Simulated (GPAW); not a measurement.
**Dielectric function and optical constants of BN**

Wanted: where BN starts to absorb, how strongly, and its refractive index. The cell comes from an older database entry, whose edges can differ from later determinations, mostly by under a per cent.

Calculated with GPAW 26.7.0; DFT, LDA, plane-wave PAW (GPAW data sets), scalar-relativistic, RPA, optical limit.

The database entry behind the starting cell has ideal inner coordinates that were not refined, so it need not match the best structure at ambient conditions.

## Step 1: Starting point

Symmetry: P6_3mc, No. 186, hexagonal system. Conventional cell: a = 2.536 Å, b = 2.536 Å, c = 4.199 Å, α = 90.00°, β = 90.00°, γ = 120.00°. Nearest to N lie 4 B at 1.56 to 1.57 Å. B has 4 N at 1.56 to 1.57 Å nearest. Farther neighbours and most contacts between anions are not listed.

Coordinates:

```cif
data_structure
_symmetry_space_group_name_H-M 'P 1'
_symmetry_Int_Tables_number 1
_cell_length_a 2.5360
_cell_length_b 2.5360
_cell_length_c 4.1990
_cell_angle_alpha 90.000
_cell_angle_beta 90.000
_cell_angle_gamma 120.000
_cell_volume 23.39
loop_
_atom_site_label
_atom_site_type_symbol
_atom_site_fract_x
_atom_site_fract_y
_atom_site_fract_z
_atom_site_occupancy
N1 N 0.33333 0.66667 0.87500 1
N2 N 0.66667 0.33333 0.37500 1
B3 B 0.33333 0.66667 0.50000 1
B4 B 0.66667 0.33333 0.00000 1
```

## Step 2: Bands for the response

At the fixed density, many empty bands are solved on the mesh of the response, since the spectrum sums over them.

This step: DFT, LDA, plane-wave PAW (GPAW data sets), scalar-relativistic, bands at fixed density (GPAW 26.7.0).

Contents of nscf.py:

```python
from ase.dft.bandgap import bandgap
from gpaw import GPAW, FermiDirac

calc = GPAW('gs.gpw').fixed_density(kpts={'size': (15, 15, 7), 'gamma': True}, nbands=34, convergence={'bands': 28},
                                    occupations=FermiDirac(0.001), txt='nscf.txt')
print('gap (eV)', bandgap(calc, output=None)[0])
print('direct gap (eV)', bandgap(calc, direct=True, output=None)[0])
print('top band over the Fermi level (eV)', min(calc.get_eigenvalues(kpt=k)[27] for k in range(len(calc.get_ibz_k_points()))) - calc.get_fermi_level())
calc.write('full.gpw', mode='all')
```

The run is started by

```
$ OMP_NUM_THREADS=1 python nscf.py
```

Numbers of over 12 decimals in the logs are rounded to 6 here.

The program printed:

```text
Diagonalizing LCAO Hamiltonian
Converting LCAO to pw mode
convergence criteria:
- Maximum integral of absolute [eigenst]ate change: 4e-08 eV^2 / valence electron
maximum number of iterations: 150

SCF iterations
|iter     |      energy | eigst |  dens |
|iter:   1||             | +3.02 |       |
|iter:   2||             | +1.47 |       |
|iter:   3||             | -0.08 |       |
|iter:   4||             | -1.42 |       |
|iter:   5||             | -2.88 |       |
|iter:   6||             | -4.15 |       |
|iter:   7||             | -5.57 |       |
|iter:   8||             | -6.72 |       |
|iter:   9||             | -7.39 |       |
|iter:  10||             | -7.89c|       |
SCF steps: 10
  __  _  _
 | _ |_)|_||  |
 |__||  | ||/\| - 26.7.0

Versions:
  Python: 3.12.14
  ASE:    3.29.0
  Numpy:  2.5.5
  Scipy:  1.18.1
  Libxc:  7.0.0

Input parameters:
  mode=PW(ecut=500.0),
  convergence={'bands': 28},
  gpts=array([14, 14, 24]),
  kpts=MonkhorstPack(size=(15, 15, 7), gamma=True),
  maxiter=150,
  nbands=34,
  occupations=Occupations(name='fermi-dirac', width=0.001, fixmagmom=False),
  parallel={},
  xc=XC(name='LDA')

--- standard output ---
gap (eV) 4.930872
direct gap (eV) 8.189773
top band over the Fermi level (eV) 31.203860
```

Wall time 69 s (1 thread of Arm Neoverse V1, shared host); peak memory 0.21 GiB.

Numbers from this step:

* gap on the k-mesh: 4.931 eV
* direct gap on the mesh: 8.190 eV

## Step 3: Dielectric function, RPA

Transitions between filled and empty bands, summed over the zone, give the optical response, so mesh, band count and broadening shape it.

The induced potential is part of this response.

This step: DFT, LDA, plane-wave PAW (GPAW data sets), scalar-relativistic, RPA, optical limit (GPAW 26.7.0).

Contents of df.py:

```python
from gpaw.response.df import DielectricFunction

df = DielectricFunction('full.gpw', frequencies={'type': 'nonlinear', 'domega0': 0.03, 'omega2': 8},
                        ecut=50,
                        eta=0.15,
                        nbands=28,
                        txt='df.txt')
for direction in ['x', 'z']:
    df.get_dielectric_function(xc='RPA', direction=direction, filename=f'df_{direction}.csv')
```

The run is started by

```
$ OMP_NUM_THREADS=1 python df.py
```

The program printed:

```text
Using integrator: PointIntegrator
NonLinearFrequencyDescriptor(from 0.000 to 64.253 eV, 496 points)
Nonperiodic BCs:  [False False False]
Using integrator: PointIntegrator
NonLinearFrequencyDescriptor(from 0.000 to 64.253 eV, 496 points)
Nonperiodic BCs:  [False False False]

Calculating chi0 body with:
    Ground state adapter containing:
    Number of spins: 1
    Number of kpoints: 1575
    Number of irreducible kpoints: 165
    Number of completely occupied states: 8
    Number of partially occupied states: 8

    Linear response parametrization:
    q_c: [0.0, 0.0, 0.0]
    Number of frequency points: 496
    Planewave cutoff: 50.0
    Number of bands: 28
    Number of planewaves: 23
    Broadening (eta): 0.15

Integrating chi0 body.

Symmetries of q_c:
    Direct symmetries (Uq -> q): 6
    Indirect symmetries (TUq -> q): 6
In total 12 allowed symmetries.

165 groups of equivalent kpoints. 89.523810% reduction.

Integral kind: spectral function

Calculating chi0 optical extensions with:
    Ground state adapter containing:
    Number of spins: 1
    Number of kpoints: 1575
    Number of irreducible kpoints: 165
    Number of completely occupied states: 8
    Number of partially occupied states: 8

    Linear response parametrization:
    Number of frequency points: 496
    Planewave cutoff: 50.0
    Number of bands: 28
    Number of planewaves: 23
    Broadening (eta): 0.15
Integrating chi0 head and wings.

Symmetries of q_c:
    Direct symmetries (Uq -> q): 6
    Indirect symmetries (TUq -> q): 6
In total 12 allowed symmetries.

165 groups of equivalent kpoints. 89.523810% reduction.

Integral kind: spectral function wings
```

The job ended after 9.1 s (1 thread; peak memory 0.21 GiB).

Read-outs, printed or worked out from the files:

```
electronic dielectric constant ε∞, mean over x, y and z (by symmetry where fewer were run) : 4.579
main peak of Im epsilon, first axis                                                        : 11.48 eV
```

The Im ε has structure finer than the step of the table below, so its rows give means over 0.25 eV, whole bins alone (the curve runs from 0 to 14.0 eV). Peaks (eV: height): E ∥ x 11.479: 12.4; E ∥ z 10.235: 12.4, 10.955: 12.7, 13.599: 9.13.

Values under the direct gap are tails of Lorentzian lines. The Im ε by photon energy; means over each step:

| photon energy (eV) | E ∥ x | E ∥ z |
| --- | --- | --- |
| 0.25 | 0.00166 | 0.00190 |
| 0.50 | 0.00333 | 0.00380 |
| 0.75 | 0.00501 | 0.00573 |
| 1.00 | 0.00673 | 0.00770 |
| 1.25 | 0.00848 | 0.00972 |
| 1.50 | 0.0103 | 0.0118 |
| 1.75 | 0.0121 | 0.0139 |
| 2.00 | 0.0141 | 0.0162 |
| 2.25 | 0.0161 | 0.0186 |
| 2.50 | 0.0182 | 0.0210 |
| 2.75 | 0.0205 | 0.0237 |
| 3.00 | 0.0228 | 0.0265 |
| 3.25 | 0.0254 | 0.0295 |
| 3.50 | 0.0281 | 0.0328 |
| 3.75 | 0.0310 | 0.0364 |
| 4.00 | 0.0342 | 0.0403 |
| 4.25 | 0.0376 | 0.0446 |
| 4.50 | 0.0415 | 0.0494 |
| 4.75 | 0.0457 | 0.0547 |
| 5.00 | 0.0503 | 0.0607 |
| 5.25 | 0.0556 | 0.0677 |
| 5.50 | 0.0615 | 0.0756 |
| 5.75 | 0.0682 | 0.0847 |
| 6.00 | 0.0760 | 0.0955 |
| 6.25 | 0.0850 | 0.109 |
| 6.50 | 0.0956 | 0.124 |
| 6.75 | 0.108 | 0.144 |
| 7.00 | 0.124 | 0.169 |
| 7.25 | 0.143 | 0.202 |
| 7.50 | 0.168 | 0.248 |
| 7.75 | 0.203 | 0.320 |
| 8.00 | 0.257 | 0.450 |
| 8.25 | 0.372 | 0.784 |
| 8.50 | 0.572 | 1.54 |
| 8.75 | 0.851 | 2.63 |
| 9.00 | 1.24 | 3.56 |
| 9.25 | 1.79 | 4.27 |
| 9.50 | 2.52 | 6.21 |
| 9.75 | 4.08 | 8.79 |
| 10.00 | 6.00 | 10.6 |
| 10.25 | 7.98 | 12.0 |
| 10.50 | 11.2 | 10.6 |
| 10.75 | 12.1 | 11.1 |
| 11.00 | 12.2 | 12.2 |
| 11.25 | 12.3 | 10.7 |
| 11.50 | 12.3 | 9.36 |
| 11.75 | 11.0 | 7.58 |
| 12.00 | 9.95 | 6.69 |
| 12.25 | 10.1 | 7.75 |
| 12.50 | 9.18 | 8.05 |
| 12.75 | 7.75 | 7.73 |
| 13.00 | 7.04 | 7.14 |
| 13.25 | 6.89 | 7.72 |
| 13.50 | 7.61 | 8.73 |
| 13.75 | 7.66 | 8.19 |

Re ε against photon energy:

| photon energy (eV) | E ∥ x | E ∥ z |
| --- | --- | --- |
| 0.0 | 4.52 | 4.70 |
| 0.5 | 4.52 | 4.71 |
| 1.0 | 4.54 | 4.73 |
| 1.5 | 4.57 | 4.76 |
| 2.0 | 4.61 | 4.80 |
| 2.5 | 4.66 | 4.87 |
| 3.0 | 4.73 | 4.94 |
| 3.5 | 4.82 | 5.04 |
| 4.0 | 4.92 | 5.16 |
| 4.5 | 5.04 | 5.31 |
| 5.0 | 5.20 | 5.50 |
| 5.5 | 5.38 | 5.72 |
| 6.0 | 5.61 | 6.00 |
| 6.5 | 5.89 | 6.37 |
| 7.0 | 6.25 | 6.84 |
| 7.5 | 6.73 | 7.52 |
| 8.0 | 7.40 | 8.58 |
| 8.5 | 8.36 | 10.2 |
| 9.0 | 9.57 | 10.8 |
| 9.5 | 11.2 | 12.1 |
| 10.0 | 12.5 | 10.1 |
| 10.5 | 11.4 | 5.62 |
| 11.0 | 6.40 | 3.01 |
| 11.5 | 3.23 | 0.241 |
| 12.0 | 1.44 | 1.73 |
| 12.5 | -0.543 | 1.47 |
| 13.0 | -0.250 | 0.820 |
| 13.5 | 0.551 | 0.464 |

Values under the direct gap are tails of Lorentzian lines. Im ε, E ∥ x against photon energy; read off at these points:

| photon energy (eV) | without local fields | with local fields |
| --- | --- | --- |
| 0.000 | 0 | 0 |
| 0.250 | 0.00179 | 0.00166 |
| 0.500 | 0.00359 | 0.00333 |
| 0.750 | 0.00542 | 0.00501 |
| 1.000 | 0.00727 | 0.00673 |
| 1.250 | 0.00916 | 0.00848 |
| 1.500 | 0.0111 | 0.0103 |
| 1.750 | 0.0131 | 0.0121 |
| 2.000 | 0.0152 | 0.0141 |
| 2.250 | 0.0174 | 0.0161 |
| 2.500 | 0.0197 | 0.0182 |
| 2.750 | 0.0221 | 0.0204 |
| 3.000 | 0.0247 | 0.0228 |
| 3.250 | 0.0274 | 0.0253 |
| 3.500 | 0.0304 | 0.0281 |
| 3.750 | 0.0336 | 0.0310 |
| 4.000 | 0.0370 | 0.0342 |
| 4.250 | 0.0408 | 0.0376 |
| 4.500 | 0.0450 | 0.0414 |
| 4.750 | 0.0496 | 0.0456 |
| 5.000 | 0.0547 | 0.0503 |
| 5.250 | 0.0604 | 0.0555 |
| 5.500 | 0.0669 | 0.0615 |
| 5.750 | 0.0743 | 0.0682 |
| 6.000 | 0.0828 | 0.0759 |
| 6.250 | 0.0926 | 0.0849 |
| 6.500 | 0.104 | 0.0955 |
| 6.750 | 0.118 | 0.108 |
| 7.000 | 0.135 | 0.124 |
| 7.250 | 0.156 | 0.143 |
| 7.500 | 0.184 | 0.168 |
| 7.750 | 0.221 | 0.202 |
| 8.000 | 0.277 | 0.255 |
| 8.250 | 0.391 | 0.365 |
| 8.500 | 0.614 | 0.571 |
| 8.750 | 0.915 | 0.849 |
| 9.000 | 1.33 | 1.23 |
| 9.250 | 1.95 | 1.78 |
| 9.500 | 2.72 | 2.48 |
| 9.750 | 4.56 | 4.07 |
| 10.000 | 7.07 | 5.97 |
| 10.250 | 9.15 | 7.90 |
| 10.500 | 13.2 | 11.5 |
| 10.591 | 13.8 | 12.1 |
| 10.750 | 13.7 | 12.1 |
| 11.000 | 13.7 | 12.2 |
| 11.250 | 13.6 | 12.4 |
| 11.500 | 13.3 | 12.3 |
| 11.750 | 11.6 | 10.9 |
| 12.000 | 10.6 | 9.84 |
| 12.250 | 10.7 | 10.2 |
| 12.500 | 9.62 | 9.25 |
| 12.750 | 8.00 | 7.65 |
| 13.000 | 7.41 | 7.02 |
| 13.250 | 7.27 | 6.82 |
| 13.500 | 8.28 | 7.70 |
| 13.599 | 8.49 | 7.98 |
| 13.750 | 8.01 | 7.69 |

Reflectivity at normal incidence against photon energy; read off at these points:

| photon energy (eV) | E ∥ x (%) | E ∥ z (%) |
| --- | --- | --- |
| 0.000 | 13.0 | 13.6 |
| 0.250 | 13.0 | 13.6 |
| 0.500 | 13.0 | 13.6 |
| 0.750 | 13.0 | 13.6 |
| 1.000 | 13.0 | 13.7 |
| 1.250 | 13.1 | 13.7 |
| 1.500 | 13.1 | 13.8 |
| 1.750 | 13.2 | 13.9 |
| 2.000 | 13.3 | 13.9 |
| 2.250 | 13.4 | 14.0 |
| 2.500 | 13.5 | 14.1 |
| 2.750 | 13.6 | 14.3 |
| 3.000 | 13.7 | 14.4 |
| 3.250 | 13.8 | 14.6 |
| 3.500 | 14.0 | 14.7 |
| 3.750 | 14.1 | 14.9 |
| 4.000 | 14.3 | 15.1 |
| 4.250 | 14.5 | 15.3 |
| 4.500 | 14.7 | 15.6 |
| 4.750 | 15.0 | 15.9 |
| 5.000 | 15.2 | 16.2 |
| 5.250 | 15.5 | 16.5 |
| 5.500 | 15.8 | 16.8 |
| 5.750 | 16.1 | 17.2 |
| 6.000 | 16.5 | 17.7 |
| 6.250 | 16.9 | 18.2 |
| 6.500 | 17.4 | 18.7 |
| 6.750 | 17.8 | 19.3 |
| 7.000 | 18.4 | 20.0 |
| 7.250 | 19.0 | 20.8 |
| 7.500 | 19.7 | 21.7 |
| 7.750 | 20.5 | 22.8 |
| 8.000 | 21.4 | 24.1 |
| 8.250 | 22.5 | 25.9 |
| 8.500 | 23.7 | 27.7 |
| 8.750 | 25.0 | 29.3 |
| 9.000 | 26.4 | 30.1 |
| 9.250 | 28.0 | 31.6 |
| 9.500 | 29.8 | 34.1 |
| 9.750 | 32.5 | 36.9 |
| 10.000 | 34.3 | 37.8 |
| 10.250 | 36.2 | 40.0 |
| 10.500 | 39.6 | 37.2 |
| 10.750 | 39.6 | 37.8 |
| 11.000 | 39.9 | 42.2 |
| 11.250 | 40.6 | 40.4 |
| 11.500 | 41.8 | 40.4 |
| 11.633 | 42.5 | 39.2 |
| 11.750 | 41.6 | 37.6 |
| 12.000 | 39.3 | 30.8 |
| 12.250 | 41.3 | 34.0 |
| 12.500 | 42.2 | 35.4 |
| 12.750 | 39.9 | 36.5 |
| 13.000 | 37.1 | 33.8 |
| 13.250 | 34.8 | 35.3 |
| 13.500 | 36.4 | 39.2 |
| 13.750 | 39.9 | 44.4 |

The loss function −Im 1/ε at q → 0 has structure finer than the step of the table below, so its rows give means over 0.5 eV, whole bins alone (the curve runs from 0 to 14.0 eV). Peaks (eV: height): E ∥ x 13.17: 0.147; E ∥ z 11.87: 0.151, 13.00: 0.142.

Values under the direct gap are tails of Lorentzian lines. Loss function −Im 1/ε at q → 0 against energy loss; means over each step:

| energy loss (eV) | E ∥ x | E ∥ z |
| --- | --- | --- |
| 0.5 | 1.6e-4 | 1.7e-4 |
| 1.0 | 3.3e-4 | 3.4e-4 |
| 1.5 | 4.9e-4 | 5.2e-4 |
| 2.0 | 6.6e-4 | 7.0e-4 |
| 2.5 | 8.4e-4 | 8.9e-4 |
| 3.0 | 0.00102 | 0.00108 |
| 3.5 | 0.00121 | 0.00129 |
| 4.0 | 0.00141 | 0.00151 |
| 4.5 | 0.00163 | 0.00175 |
| 5.0 | 0.00186 | 0.00201 |
| 5.5 | 0.00212 | 0.00231 |
| 6.0 | 0.00241 | 0.00265 |
| 6.5 | 0.00275 | 0.00307 |
| 7.0 | 0.00316 | 0.00360 |
| 7.5 | 0.00371 | 0.00440 |
| 8.0 | 0.00476 | 0.00624 |
| 8.5 | 0.00810 | 0.0145 |
| 9.0 | 0.0133 | 0.0264 |
| 9.5 | 0.0194 | 0.0331 |
| 10.0 | 0.0311 | 0.0495 |
| 10.5 | 0.0449 | 0.0714 |
| 11.0 | 0.0636 | 0.0786 |
| 11.5 | 0.0775 | 0.108 |
| 12.0 | 0.0971 | 0.136 |
| 12.5 | 0.110 | 0.122 |
| 13.0 | 0.141 | 0.135 |
| 13.5 | 0.133 | 0.116 |

Optical constants at common wavelengths, from n + ik = √ε:

| wavelength (nm) | n x | k x | R (%) x | 1/α x | n z | k z | R (%) z | 1/α z |
| --- | --- | --- | --- | --- | --- | --- | --- | --- |
| 1064 | 2.13 | 0.002 | 13.1 | 46 µm | 2.18 | 0.002 | 13.7 | 41 µm |
| 532 | 2.15 | 0.004 | 13.4 | 11 µm | 2.20 | 0.004 | 14.1 | 9.6 µm |
| 450 | 2.17 | 0.005 | 13.6 | 7.6 µm | 2.21 | 0.005 | 14.3 | 6.7 µm |
| 405 | 2.18 | 0.005 | 13.7 | 6.0 µm | 2.23 | 0.006 | 14.4 | 5.3 µm |
| 365 | 2.19 | 0.006 | 13.9 | 4.7 µm | 2.24 | 0.007 | 14.7 | 4.1 µm |
| 308 | 2.22 | 0.008 | 14.3 | 3.2 µm | 2.27 | 0.009 | 15.1 | 2.7 µm |
| 193 | 2.42 | 0.019 | 17.2 | 806 nm | 2.51 | 0.024 | 18.5 | 648 nm |

Below the direct gap, k and the depth come from the tails of the Lorentzian lines, not from transitions.

At 1064 nm the birefringence n(z) − n(x) is +0.043: the crystal is uniaxial positive at this level.

## Step 4: Outcome

* electronic dielectric constant ε∞, mean over x, y and z (by symmetry where fewer were run) (RPA): 4.58
* main peak of Im epsilon, first axis: 11.5 eV

In words: At this level (LDA, RPA) BN has a mean ε∞ = 4.58 and n = 2.13 at 1550 nm (E ∥ x), and Im ε peaks at 11.5 eV (E ∥ x). On the mesh the gap is 4.93 eV and the least direct gap 8.19 eV, so on this mesh the band edges lie at different points. Local fields change the static value along x from 4.71 to 4.52 (-4 %). Distinct maxima of Im ε, read by a parabola through the highest points, lie at 11.48 eV (12) and 13.62 eV (8.0) for E ∥ x. The static values by axis are 4.52 (x), 4.70 (z). At 1064 nm the birefringence n(z) − n(x) is +0.043: the crystal is uniaxial positive at this level. Excitons and phonon-assisted transitions are missing; LDA gaps are as a rule too small, which pulls the onset down and ε∞ up. The sum runs over mesh points, so small or evenly spaced maxima can still be ripples of the mesh.

[Machine, clock and banner lines and Python warnings are left out of the logs.]

[Logs are printed without paths, hosts, clocks, repeated set-up lines and the standing remarks that a program may print on its own settings, such as how far it seeks lower states.]

[Hosts, paths, dates, database ids (printed as entryN), source tags and the programs' standing remarks are cut or masked in the printed files.]
